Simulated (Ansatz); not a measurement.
# Ru (P6_3/mmc): Migdal–Eliashberg transition temperature

Aim: the phonon-mediated transition temperature of Ru (P6_3/mmc) at ambient pressure, over a range of μ*. The cell shown first is a relaxed one, from steps not shown here.

Main program and level: Ansatz 0.2.0; DFT PBE, scalar-relativistic, plane waves, PAW; PAW set soft_1.

The experiments to compare with:

For Ru (bulk crystal), “List of superconductors” (2026, Wikipedia's table of superconducting elements, as read in December) quotes earlier work: superconducting transition temperature (bulk, normal pressure) 0.49 K.

This is a report of a sequence of runs, with most program output left out.

**1. The cell after earlier relaxation steps**

The structure is hexagonal, space group P6_3/mmc (No. 194). The conventional cell has a = 2.719 Å, b = 2.719 Å, c = 4.296 Å, α = 90.00°, β = 90.00°, γ = 120.00°. Nearest to Ru lie 12 Ru at 2.66 to 2.72 Å.

**2. Coupling and resistivity: q 6×6×3, k 18×18×9, scattering 24×24×12**

The run that gives the couplings also evaluates McMillan's and Allen and Dynes's formulas and, where asked, the Eliashberg equations, over a range of μ*.

Contents of input.yaml:

```yaml
crystal:
  lattice:
    - [2.7194809999, 0.0, 0.0]
    - [-1.3597405, 2.355139631, 0.0]
    - [0.0, 0.0, 4.2964067716]
  atoms:
    - { symbol: Ru, position: [0.3333333333, 0.6666666667, 0.25] }
    - { symbol: Ru, position: [0.6666666667, 0.3333333333, 0.75] }
kpoints:
  mp_grid: { grid: [18, 18, 9] }
hamiltonian:
  xc: pbe
  pseudopotentials: { kind: paw, azcp: { folder: soft_1 } }
scf:
  occupations: { method: methfessel_paxton, width: 0.2 }
output:
  eigenvalues: true
phonons:
  method: dfpt
  qmesh: [6, 6, 3]
  temperatures: { t_max: 1000, t_step: 50 }
  qpath:
    path:
      - [[0.0, 0.0, 0.0], [0.5, 0.0, 0.0], [0.33333333, 0.33333333, 0.0], [0.0, 0.0, 0.0], [0.0, 0.0, 0.5], [0.5, 0.0, 0.5], [0.33333333, 0.33333333, 0.5], [0.0, 0.0, 0.5]]
      - [[0.5, 0.0, 0.5], [0.5, 0.0, 0.0]]
    npoints: 6
  electrical_resistivity:
    mesh: [24, 24, 12]
    temperatures: [20.0, 50.0, 80.0, 100.0, 150.0, 200.0, 273.0, 300.0, 400.0, 500.0, 600.0, 800.0]
  superconductivity: { mesh: [24, 24, 12] }
```

Run with:

```bash
ansatz run input.yaml --threads 16 --pin off --max-ram 92160MiB --backend cuda --events-out ev --progress --plain --runs-dir out --max-vram 78GiB
```

The job ended after 1.8 min (1 × NVIDIA GB200 with 16 threads of Arm Neoverse V2, shared host; peak memory 7.4 GiB; 16 min of CPU time).

Numbers from this step:

* volume per atom: 13.76 Å³/atom
* metallic on mesh: yes
* gap on the k-mesh: 0 eV
* zero-point energy: 0.07158 eV/cell
* share of imaginary modes in the plain interpolation between solved wavevectors: 0
* highest frequency, solved or plainly interpolated: 260.0 cm⁻¹
* Debye temperature (second moment): 365 K
* resistivity at 300 K: 6.872 μΩ cm, mean of the axes
* coupling constant λ: 0.4622
* density of states at the Fermi level: 0.8429 states/eV a spin and cell
* log mean phonon energy ħω_log: 23.13 meV
* transport coupling constant λ_tr: 0.4938, 0.4938, 0.4579 (xx, yy, zz)
* Drude plasma energy: 8.365, 8.365, 9.294 eV (xx, yy, zz)
* resistivity times mean free path: 5.117, 5.117, 3.836 × 10⁻¹⁶ Ω m² (xx, yy, zz)
* second-moment phonon energy ħω₂: 24.02 meV
* coupling λ by branch: 0.0882, 0.0842, 0.0866, 0.072, 0.068, 0.0631 (branches by rank of frequency)

Transition temperatures:

```tsv
μ*	McMillan Tc (K)	Allen–Dynes Tc (K)	isotropic Fermi-surface Tc (K)	isotropic full bandwidth Tc (K)	anisotropic Fermi-surface Tc (K)	anisotropic full bandwidth Tc (K)	anisotropic narrow window Tc (K)
0.08	3.25	3.31	3.16	3.16	3.29	3.28	3.28
0.1	2.34	2.38	2.23	2.22	2.34	2.34	2.34
0.12	1.6	1.62	1.48	1.48	1.58	1.58	1.58
0.13	1.29	1.31	1.18	1.18	1.27	1.27	1.27
0.14	1.02	1.03	0.922	0.921	1.01	1	1
0.16	0.593	0.601	0.525	0.524	0.592	0.591	0.591
0.2	0.134	0.135	0.117	0.116	0.149	0.148	0.148
```

**3. Coupling and resistivity: q 6×6×3, k 24×24×12, scattering 36×36×16**

The next rung changes the k mesh of the density and its response; the scattering mesh, which samples the Fermi surface.

input.yaml: that of step 2 with these lines changed.

```diff
@@ -9,3 +9,3 @@
 kpoints:
-  mp_grid: { grid: [18, 18, 9] }
+  mp_grid: { grid: [24, 24, 12] }
 hamiltonian:
@@ -27,4 +27,4 @@
   electrical_resistivity:
-    mesh: [24, 24, 12]
+    mesh: [36, 36, 16]
     temperatures: [20.0, 50.0, 80.0, 100.0, 150.0, 200.0, 273.0, 300.0, 400.0, 500.0, 600.0, 800.0]
-  superconductivity: { mesh: [24, 24, 12] }
+  superconductivity: { mesh: [36, 36, 16] }
```

It took 4.3 min on 1 × NVIDIA GB200 with 16 threads; peak memory 18 GiB; 48 min of CPU time.

Numbers from this step:

- zero-point energy: 0.07143 eV/cell
- highest frequency, solved or plainly interpolated: 258 cm⁻¹
- Debye temperature (second moment): 364 K
- resistivity at 300 K: 6.867 μΩ cm, mean of the axes
- coupling constant λ: 0.4566
- density of states at the Fermi level: 0.8258 states/eV a spin and cell
- log mean phonon energy ħω_log: 23.1 meV
- transport coupling constant λ_tr: 0.4842, 0.4842, 0.4564 (xx, yy, zz)
- Drude plasma energy: 8.269, 8.269, 9.29 eV (xx, yy, zz)
- resistivity times mean free path: 5.253, 5.253, 3.841 × 10⁻¹⁶ Ω m² (xx, yy, zz)
- second-moment phonon energy ħω₂: 24.00 meV
- coupling λ by branch: 0.0863, 0.0837, 0.0864, 0.0713, 0.0671, 0.0618 (branches by rank of frequency)

Transition temperatures:

```tsv
μ*	McMillan Tc (K)	Allen–Dynes Tc (K)	isotropic Fermi-surface Tc (K)	isotropic full bandwidth Tc (K)	anisotropic Fermi-surface Tc (K)	anisotropic full bandwidth Tc (K)	anisotropic narrow window Tc (K)
0.08	3.09	3.15	3.01	3.01	3.13	3.13	3.13
0.1	2.21	2.25	2.1	2.1	2.21	2.21	2.21
0.12	1.5	1.52	1.39	1.39	1.48	1.48	1.48
0.13	1.2	1.22	1.1	1.1	1.19	1.18	1.18
0.14	0.941	0.955	0.85	0.85	0.932	0.931	0.931
0.16	0.538	0.545	0.476	0.476	0.54	0.54	0.54
0.2	0.115	0.116	0.1	0.1	0.13	0.13	0.13
```

Between step 2 and this run (k-mesh 24×24×12 and scattering mesh 36×36×16) the value for the highest frequency, solved or plainly interpolated moves from 260 cm⁻¹ to 258 cm⁻¹.

**4. Resistivity: q 8×8×4, k 24×24×12, scattering 48×48×24**

The next rung changes the q mesh, which sets the reach of the force constants and couplings; the scattering mesh, which samples the Fermi surface.

input.yaml: that of step 3 with these lines changed.

```diff
@@ -19,3 +19,3 @@
   method: dfpt
-  qmesh: [6, 6, 3]
+  qmesh: [8, 8, 4]
   temperatures: { t_max: 1000, t_step: 50 }
@@ -27,4 +27,4 @@
   electrical_resistivity:
-    mesh: [36, 36, 16]
+    mesh: [48, 48, 24]
     temperatures: [20.0, 50.0, 80.0, 100.0, 150.0, 200.0, 273.0, 300.0, 400.0, 500.0, 600.0, 800.0]
-  superconductivity: { mesh: [36, 36, 16] }
+  superconductivity: { mesh: [48, 48, 24] }
```

Wall time 14 min (1 × NVIDIA GB200 with 16 threads); peak memory 70 GiB.

This step gave:

- zero-point energy: 0.07148 eV/cell
- highest frequency, solved or plainly interpolated: 258.3 cm⁻¹
- Debye temperature (second moment): 365 K
- resistivity at 300 K: 6.807 μΩ cm, mean of the axes
- coupling constant λ: 0.4569
- density of states at the Fermi level: 0.8284 states/eV a spin and cell
- transport coupling constant λ_tr: 0.4838, 0.4838, 0.4598 (xx, yy, zz)
- Drude plasma energy: 8.341, 8.341, 9.3 eV (xx, yy, zz)
- resistivity times mean free path: 5.181, 5.181, 3.851 × 10⁻¹⁶ Ω m² (xx, yy, zz)
- coupling λ by branch: 0.0865, 0.0843, 0.0863, 0.0709, 0.067, 0.062 (branches by rank of frequency)

Transition temperatures:

```tsv
μ*	McMillan Tc (K)	Allen–Dynes Tc (K)	isotropic Fermi-surface Tc (K)	isotropic full bandwidth Tc (K)	anisotropic Fermi-surface Tc (K)	anisotropic full bandwidth Tc (K)	anisotropic narrow window Tc (K)
0.08	3.1	3.16	3.02	3.02	3.14	3.14	3.14
0.1	2.22	2.26	2.11	2.11	2.22	2.22	2.22
0.12	1.5	1.53	1.39	1.39	1.49	1.49	1.49
0.13	1.2	1.22	1.1	1.1	1.19	1.19	1.19
0.14	0.946	0.959	0.855	0.854	0.935	0.935	0.935
0.16	0.542	0.549	0.479	0.479	0.543	0.542	0.542
0.2	0.116	0.117	0.101	0.101	0.131	0.13	0.13
```

The Eliashberg function α²F has structure finer than the step of the table below, so its rows give means over 1 meV, whole bins alone (the curve runs from 0.125 to 31.8 meV). Peaks (meV: height): α²F 18.3: 0.380, 20.3: 0.457, 22.3: 0.398, 25.3: 0.498, 30.0: 0.503; α²F tr 18.3: 0.398, 20.6: 0.513, 22.3: 0.449, 25.0: 0.515, 30.0: 0.519.

Eliashberg function α²F against phonon energy; means over each step:

```tsv
phonon energy (meV)	α²F	α²F tr
1	0	0
2	8.2e-5	0
3	2.2e-4	0
4	4.0e-4	7.6e-5
5	6.1e-4	1.3e-4
6	9.6e-4	2.6e-4
7	0.00139	5.1e-4
8	0.00210	9.7e-4
9	0.00316	0.00172
10	0.00429	0.00253
11	0.00559	0.00354
12	0.00744	0.00497
13	0.00990	0.00683
14	0.0136	0.00970
15	0.0197	0.0146
16	0.0373	0.0322
17	0.0954	0.0940
18	0.215	0.223
19	0.298	0.303
20	0.406	0.431
21	0.400	0.451
22	0.377	0.423
23	0.358	0.395
24	0.343	0.373
25	0.466	0.483
26	0.465	0.469
27	0.394	0.401
28	0.317	0.331
29	0.363	0.374
30	0.455	0.470
31	0.295	0.301
```

Anisotropic full-bandwidth solution, weighted at the Fermi level. Gaps:

```tsv
mu*	T (K)	mean gap (meV)	5 % (meV)	95 % (meV)	mean Z
0.1	0.554	0.331	0.249	0.369	1.46
0.1	1.11	0.317	0.238	0.353	1.46
0.1	1.66	0.256	0.192	0.286	1.46
0.1	2	0.173	0.13	0.193	1.46
0.13	0.297	0.176	0.125	0.2	1.46
0.13	0.595	0.168	0.119	0.191	1.46
0.13	0.892	0.136	0.096	0.154	1.46
0.13	1.07	0.092	0.0649	0.104	1.46
0.16	0.136	0.0795	0.0521	0.0922	1.46
0.16	0.271	0.0758	0.0495	0.0879	1.46
0.16	0.407	0.0612	0.0399	0.071	1.46
0.16	0.488	0.0414	0.0269	0.048	1.46
```

Table of dTc/da2F by phonon energy:

```tsv
phonon energy (meV)	dTc/da2F (K/meV)
2	5.52
4	4.18
6	3.37
8	2.83
10	2.44
12	2.14
14	1.91
16	1.72
18	1.56
20	1.42
22	1.31
24	1.21
26	1.13
28	1.05
30	0.985
```

Table of share of the Fermi-level states by lambda of a state:

```tsv
lambda of a state	share of the Fermi-level states
0.3150	0
0.3250	0.0047
0.3340	0.0131
0.3440	0.0108
0.3530	0.019
0.3630	0.0223
0.3720	0.0274
0.3820	0.0182
0.3910	0.0079
0.4010	0.0125
0.4100	0.0049
0.4200	0.0091
0.4290	0.0739
0.4390	0.0866
0.4490	0.0556
0.4580	0.0654
0.4680	0.101
0.4770	0.111
0.4870	0.148
0.4960	0.132
0.5060	0.0576
0.5150	0.016
0.5250	0.003
0.5340	3.0e-4
```

**5. What came out**

| Item | Value |
| --- | --- |
| meshes | q 8×8×4, k 24×24×12, scattering 48×48×24 |
| coupling constant λ | 0.457 |
| log mean phonon energy ħω_log | 23.1 meV |
| Allen–Dynes Tc at μ* = 0.1 | 2.26 K |
| Allen–Dynes Tc at μ* = 0.13 | 1.22 K |
| anisotropic Eliashberg Tc at μ* = 0.1 | 2.22 K |
| anisotropic Eliashberg Tc at μ* = 0.13 | 1.19 K |

In the last run (PBE, q 8×8×4, k 24×24×12, scattering 48×48×24), with λ = 0.46 and ħω_log = 23.1 meV, Tc at μ* = 0.13 is 1.2 K by McMillan's formula, 1.2 K by Allen and Dynes's and 1.2 K by the anisotropic Eliashberg equations. Allen and Dynes's formula meets the measured 0.49 K at μ* near 0.16. Raising μ* from 0.10 to 0.16 lowers the Allen–Dynes value from 2.3 to 0.55 K. The mean gap at a quarter of Tc gives 2Δ/k_B Tc = 3.43, against 3.53 in weak-coupling theory. The gap spreads from 0.12 to 0.2 meV over nine tenths of the Fermi surface. By the run's own test the transition temperature is not converged in the fine mesh. The run's transport test calls it not converged in the mesh. λ of these runs moves by 1 to 1 % between their two finest meshes, and Tc by more, so small gaps between the runs or to the measured value rank nothing. Over the runs, λ takes the values 0.462, 0.457 and 0.457, in the order shown. μ* is a typed number, phonons are harmonic, and spin fluctuations are left out; at μ* = 0.13 McMillan's formula turns 1 % in λ into about 5.9 % in Tc.

Calculation against experiment:

```
                                                   quantity  measured  Allen–Dynes, PBE, q 6×6×3, fine 24×24×12  Eliashberg, PBE, q 6×6×3, fine 24×24×12  Allen–Dynes, PBE, q 6×6×3, fine 36×36×16  Eliashberg, PBE, q 6×6×3, fine 36×36×16  Allen–Dynes, PBE, q 8×8×4, fine 48×48×24  Eliashberg, PBE, q 8×8×4, fine 48×48×24
superconducting transition temperature (μ* = 0.13) (kelvin)      0.49                           1.31 (+167.3 %)                          1.27 (+159.2 %)                           1.22 (+149.0 %)                          1.18 (+140.8 %)                           1.22 (+149.0 %)                          1.19 (+142.9 %)
```

Measured values from Wikipedia's table of superconducting elements, as read in December (2026).

Verdict: For the superconducting transition temperature, of the levels listed nearest comes Eliashberg, PBE, q 6×6×3, fine 36×36×16 (+140.8 %, a clear miss) and farthest Allen–Dynes, PBE, q 6×6×3, fine 24×24×12 (+167.3 %, a clear miss). Limits of convergence are named above.

[Logs are printed without paths, hosts, clocks, repeated set-up lines and the standing remarks that a program may print on its own settings, such as how far it seeks lower states.]

[Hosts, paths, dates, database ids (printed as entryN), source tags and the programs' standing remarks are cut or masked in the printed files.]
